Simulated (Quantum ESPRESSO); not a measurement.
# CaRhO3: which magnetic order is lowest, part 2 of 2

A self-consistent run ends on one state, which hangs on the start. Several orders of CaRhO3 are started in Quantum ESPRESSO and their energies compared.

Quantum ESPRESSO 7.5; LDA with U = 2 eV on Rh d (ortho-atomic projectors); plane waves with GBRV 1.5 LDA potentials, no spin-orbit coupling.

So far, absolute magnetization (μB): step 2 (run 1, typed as ferro ++) 2.02.

## 3. Start 2: antiferro +−

Input file pw.in:

```
&CONTROL
  calculation = 'scf'
  prefix = 'pwscf'
  outdir = './tmp'
  pseudo_dir = './pseudo'
  disk_io = 'nowf'
/
&SYSTEM
  ibrav = 0
  nat = 10
  ntyp = 4
  ecutwfc = 40
  ecutrho = 280
  nbnd = 57
  occupations = 'smearing'
  smearing = 'fd'
  degauss = 0.00367493
  nspin = 2
  starting_magnetization(1) = 0
  starting_magnetization(2) = 0.0667
  starting_magnetization(3) = -0.0667
  starting_magnetization(4) = 0
/
&ELECTRONS
  conv_thr = 2d-08
  electron_maxstep = 150
  mixing_beta = 0.3
/
ATOMIC_SPECIES
Ca     40.0780 ca_lda_v1.uspp.F.UPF
Rh1   102.9055 rh_lda_v1.4.uspp.F.UPF
Rh2   102.9055 rh_lda_v1.4.uspp.F.UPF
O      15.9990 o_lda_v1.2.uspp.F.UPF
CELL_PARAMETERS angstrom
   1.5565709103   -4.9009609359    0.0000000000
   1.5565709103    4.9009609359    0.0000000000
   0.0000000000    0.0000000000    7.2975860801
ATOMIC_POSITIONS crystal
Ca      0.7498370300    0.2501629700    0.2500000000
Ca      0.2501629700    0.7498370300    0.7500000000
Rh1     0.0000000000    0.0000000000    0.5000000000
Rh2     0.0000000000    0.0000000000    0.0000000000
O       0.0755089500    0.9244910500    0.2500000000
O       0.9244910500    0.0755089500    0.7500000000
O       0.3734113300    0.6265886700    0.4478044100
O       0.6265886700    0.3734113300    0.5521955900
O       0.3734113300    0.6265886700    0.0521955900
O       0.6265886700    0.3734113300    0.9478044100
K_POINTS automatic
6 6 6 0 0 0
HUBBARD {ortho-atomic}
U Rh1-4d 2.0000
U Rh2-4d 2.0000
```

The run is started by

```
> OMP_NUM_THREADS=1 mpirun -n 4 pw.x -nk 4 -in pw.in > pw.out
```

What it wrote:

```text
[banner, memory and clock lines left out]
Program PWSCF v.7.5 starts

     Message from routine setup:
     using ibrav=0 with symmetry is DISCOURAGED, use correct ibrav instead

     bravais-lattice index     =            0
     lattice parameter (alat)  =       9.7174  a.u.
     unit-cell volume          =     751.3737 (a.u.)^3
     number of atoms/cell      =           10
     number of atomic types    =            4
     number of electrons       =        86.00
     number of Kohn-Sham states=           57
     kinetic-energy cutoff     =      40.0000  Ry
     charge density cutoff     =     280.0000  Ry
     scf convergence threshold =      2.0E-08
     mixing beta               =       0.3000
     number of iterations used =            8  plain     mixing
     Exchange-correlation= SLA  PZ   NOGX NOGC
                           (   1   1   0   0   0   0   0)
     Hubbard projectors: ortho-atomic
     Hubbard parameters of DFT+U (Dudarev formulation) in eV:
     U(Rh1-4d) =  2.0000
     U(Rh2-4d) =  2.0000

     Internal variables: lda_plus_u =T, lda_plus_u_kind = 0

     Internal variables: orbital_resolved =F, hub_pot_fix =F, apply_U = F

     celldm(1)=   9.717370  celldm(2)=   0.000000  celldm(3)=   0.000000
     celldm(4)=   0.000000  celldm(5)=   0.000000  celldm(6)=   0.000000

     crystal axes: (cart. coord. in units of alat)
               a(1) = (   0.302705  -0.953084   0.000000 )
               a(2) = (   0.302705   0.953084   0.000000 )
               a(3) = (   0.000000   0.000000   1.419153 )

     reciprocal axes: (cart. coord. in units 2 pi/alat)
               b(1) = (  1.651775 -0.524612  0.000000 )
               b(2) = (  1.651775  0.524612 -0.000000 )
               b(3) = ( -0.000000  0.000000  0.704645 )

     PseudoPot. # 1 for Ca read from file:
     ca_lda_v1.uspp.F.UPF
     Pseudo is Ultrasoft + core correction, Zval = 10.0

     PseudoPot. # 2 for Rh read from file:
     rh_lda_v1.4.uspp.F.UPF
     Pseudo is Ultrasoft + core correction, Zval = 15.0

     PseudoPot. # 3 for Rh read from file:
     rh_lda_v1.4.uspp.F.UPF
     Pseudo is Ultrasoft + core correction, Zval = 15.0

     PseudoPot. # 4 for O  read from file:
     o_lda_v1.2.uspp.F.UPF
     Pseudo is Ultrasoft + core correction, Zval =  6.0

     atomic species   valence    mass     pseudopotential
     Ca               10.00    40.07800     Ca( 1.00)
     Rh1              15.00   102.90550     Rh( 1.00)
     Rh2              15.00   102.90550     Rh( 1.00)
     O                 6.00    15.99900     O ( 1.00)

     Starting magnetic structure
     atomic species   magnetization
     Ca              0.000
     Rh1             0.067
     Rh2            -0.067
     O               0.000

      4 Sym. Ops., with inversion, found

   Cartesian axes

     site n.     atom                  positions (alat units)
         1        Ca     tau(   1) = (   0.3027046  -0.4762316   0.3547884  )
         2        Ca     tau(   2) = (   0.3027046   0.4762316   1.0643651  )
         3        Rh1    tau(   3) = (   0.0000000   0.0000000   0.7095767  )
         4        Rh2    tau(   4) = (   0.0000000   0.0000000   0.0000000  )
         5        O      tau(   5) = (   0.3027046   0.8091516   0.3547884  )
         6        O      tau(   6) = (   0.3027046  -0.8091516   1.0643651  )
         7        O      tau(   7) = (   0.3027046   0.2412994   0.6355032  )
         8        O      tau(   8) = (   0.3027046  -0.2412994   0.7836503  )
         9        O      tau(   9) = (   0.3027046   0.2412994   0.0740736  )
        10        O      tau(  10) = (   0.3027046  -0.2412994   1.3450799  )

     number of k points=    68  Fermi-Dirac smearing, width (Ry)=  0.0037
                       cart. coord. in units 2pi/alat
        k(    1) = (   0.0000000   0.0000000   0.0000000), wk =   0.0046296
        k(    2) = (   0.0000000   0.0000000   0.1174409), wk =   0.0092593
        k(    3) = (   0.0000000   0.0000000   0.2348818), wk =   0.0092593
        k(    4) = (   0.0000000   0.0000000  -0.3523227), wk =   0.0046296
        k(    5) = (   0.2752959   0.0874354   0.0000000), wk =   0.0185185
        [... 63 further k-points ...]

     Dense  grid:    59387 G-vectors     FFT dimensions: (  54,  54,  75)

     Smooth grid:    25645 G-vectors     FFT dimensions: (  40,  40,  60)

     Check: negative core charge=   -0.000002
     Generating pointlists ...
     new r_m :   0.1854 (alat units)  1.8018 (a.u.) for type    1
     new r_m :   0.1579 (alat units)  1.5347 (a.u.) for type    2
     new r_m :   0.1579 (alat units)  1.5347 (a.u.) for type    3
     new r_m :   0.1579 (alat units)  1.5347 (a.u.) for type    4

     Initial potential from superposition of free atoms

     starting charge      84.9904, renormalised to      86.0000

     negative rho (up, down):  5.176E-02 5.196E-02

     STARTING HUBBARD OCCUPATIONS:

     =================== HUBBARD OCCUPATIONS ===================
     ------------------------ ATOM    3 ------------------------
     Tr[ns(  3)] (up, down, total) =   5.00000  2.50000  7.50000
     Atomic magnetic moment for atom   3 =   2.50000
     [... lines left out ...]
     ------------------------ ATOM    4 ------------------------
     Tr[ns(  4)] (up, down, total) =   2.50000  5.00000  7.50000
     Atomic magnetic moment for atom   4 =  -2.50000
     [... lines left out ...]
     Number of occupied Hubbard levels =   15.0000

     Atomic wfc used for Hubbard projectors are orthogonalized

     Starting wfcs are   68 randomized atomic wfcs

     Self-consistent Calculation

     iteration #  1     ecut=    40.00 Ry     beta= 0.30
     Davidson diagonalization with overlap
     ethr =  1.00E-02,  avg # of iterations =  2.0

     =================== HUBBARD OCCUPATIONS ===================
     ------------------------ ATOM    3 ------------------------
     Tr[ns(  3)] (up, down, total) =   3.53699  2.56255  6.09954
     Atomic magnetic moment for atom   3 =   0.97445
     [... lines left out ...]
     ------------------------ ATOM    4 ------------------------
     Tr[ns(  4)] (up, down, total) =   2.56257  3.53698  6.09955
     Atomic magnetic moment for atom   4 =  -0.97441
     [... lines left out ...]
     Number of occupied Hubbard levels =   12.1991

     negative rho (up, down):  5.432E-02 5.415E-02

     total energy              =    -685.48116948 Ry
     estimated scf accuracy    <       4.10615773 Ry

     total magnetization       =     0.00 Bohr mag/cell
     absolute magnetization    =     2.14 Bohr mag/cell

     iteration #  2     ecut=    40.00 Ry     beta= 0.30
     Davidson diagonalization with overlap
     ethr =  4.77E-03,  avg # of iterations =  2.0

     negative rho (up, down):  5.458E-02 5.434E-02

     total energy              =    -686.31890151 Ry
     estimated scf accuracy    <       0.90368090 Ry

     total magnetization       =    -0.00 Bohr mag/cell
     absolute magnetization    =     1.27 Bohr mag/cell

     [... further iterations left out ...]

     iteration # 17     ecut=    40.00 Ry     beta= 0.30
     Davidson diagonalization with overlap
     ethr =  2.67E-11,  avg # of iterations =  2.0

     negative rho (up, down):  5.709E-02 5.662E-02

     total energy              =    -686.46527803 Ry
     estimated scf accuracy    <       0.00000008 Ry

     total magnetization       =     0.00 Bohr mag/cell
     absolute magnetization    =     1.38 Bohr mag/cell

     iteration # 18     ecut=    40.00 Ry     beta= 0.30
     Davidson diagonalization with overlap
     ethr =  2.67E-11,  avg # of iterations =  1.3

     negative rho (up, down):  5.709E-02 5.662E-02

     Magnetic moment per site  (integrated on atomic sphere of radius R)
     atom   1 (R=0.185)  charge=  7.5595  magn= -0.0000
     atom   2 (R=0.185)  charge=  7.5595  magn= -0.0000
     atom   3 (R=0.158)  charge= 10.4843  magn=  0.3690
     atom   4 (R=0.158)  charge= 10.4863  magn= -0.3690
     atom   5 (R=0.158)  charge=  5.3860  magn= -0.0000
     atom   6 (R=0.158)  charge=  5.3860  magn= -0.0000
     atom   7 (R=0.158)  charge=  5.3473  magn=  0.0847
     atom   8 (R=0.158)  charge=  5.3473  magn=  0.0847
     atom   9 (R=0.158)  charge=  5.3474  magn= -0.0847
     atom  10 (R=0.158)  charge=  5.3474  magn= -0.0847

     End of self-consistent calculation

     =================== HUBBARD OCCUPATIONS ===================
     ------------------------ ATOM    3 ------------------------
     Tr[ns(  3)] (up, down, total) =   3.88597  3.44445  7.33042
     Atomic magnetic moment for atom   3 =   0.44152
     [... lines left out ...]
     ------------------------ ATOM    4 ------------------------
     Tr[ns(  4)] (up, down, total) =   3.44442  3.88597  7.33039
     Atomic magnetic moment for atom   4 =  -0.44154
     [... lines left out ...]
     Number of occupied Hubbard levels =   14.6608

     Number of k-points >= 100: set verbosity='high' to print the bands.

     the Fermi energy is    10.8275 ev

!    total energy              =    -686.46527803 Ry
     estimated scf accuracy    <          3.6E-09 Ry
     smearing contrib. (-TS)   =      -0.00254272 Ry
     internal energy E=F+TS    =    -686.46273531 Ry

     The total energy is F=E-TS. E is the sum of the following terms:
     one-electron contribution =    -183.41810059 Ry
     hartree contribution      =     145.35782120 Ry
     xc contribution           =    -126.15958419 Ry
     ewald contribution        =    -522.45346145 Ry
     Hubbard energy            =       0.21058973 Ry

     total magnetization       =    -0.00 Bohr mag/cell
     absolute magnetization    =     1.38 Bohr mag/cell

     convergence has been achieved in  18 iterations
```

Wall time 2.2 min (4 MPI ranks of Intel Xeon 6975P-C (Granite Rapids), shared host); peak memory 1.1 GiB; 8.8 min of CPU time.

Spin moment in the atom's sphere by atom:

```csv
atom,spin moment in the atom's sphere (μB)
Ca1,0.000
Ca2,0.000
Rh3,0.369
Rh4,-0.369
O5,0.000
O6,0.000
O7,0.085
O8,0.085
O9,-0.085
O10,-0.085
```

Numbers from this step:

* smearing term TS: 0.03460 eV
* magnetization: 0 μB
* absolute magnetization: 1.382 μB
* final state: antiferromagnetic

## 4. Energies of the orders

An order is kept where moments of 0.15 μB or more survive with the typed signs; meshes match where a doubled cell samples the same k points as the first cell.

Orders:

```csv
start,final state,typed order kept,energy over the lowest (meV a seeded atom),largest site moment (μB),net moment (μB a cell of the first run),mesh matched,CPU time (s)
ferro ++,ferromagnetic,yes,0,0.4297,1.987,yes,316.2
antiferro +-,antiferromagnetic,yes,27.48,0.369,0,yes,526.7
```

## 5. Occupations of the corrected shells in the lowest state

Occupations of the Hubbard shells:

```csv
block,type,shell,spin,electrons,occupation numbers
3,Rh,4d,up,3.92,0.472 0.495 0.974 0.983 0.996
3,Rh,4d,down,3.412,0.460 0.490 0.623 0.868 0.971
4,Rh,4d,up,3.92,0.472 0.495 0.974 0.983 0.996
4,Rh,4d,down,3.412,0.460 0.490 0.623 0.868 0.971
```

## 6. What came out

```yaml
lowest_state_found: ferromagnetic (from ferro ++)
largest_site_moment: 0.430 μB
next_state_with_moments: antiferromagnetic, 27.5 meV a seeded atom higher
```

Only these 2 starts were compared; other wavevectors, canted and longer-period orders were not.

[Logs and program files are shortened in this print: banners, set-up blocks, solver, clock and traceback lines can be left out without a mark of their own.]

[Logs are printed without paths, hosts, clocks, repeated set-up lines and the standing remarks that a program may print on its own settings, such as how far it seeks lower states.]

[Hosts, paths, dates, database ids (printed as entryN), source tags and the programs' standing remarks are cut or masked in the printed files.]

[Where a cell is said to come from a database of computed structures, the database is the Materials Project.]
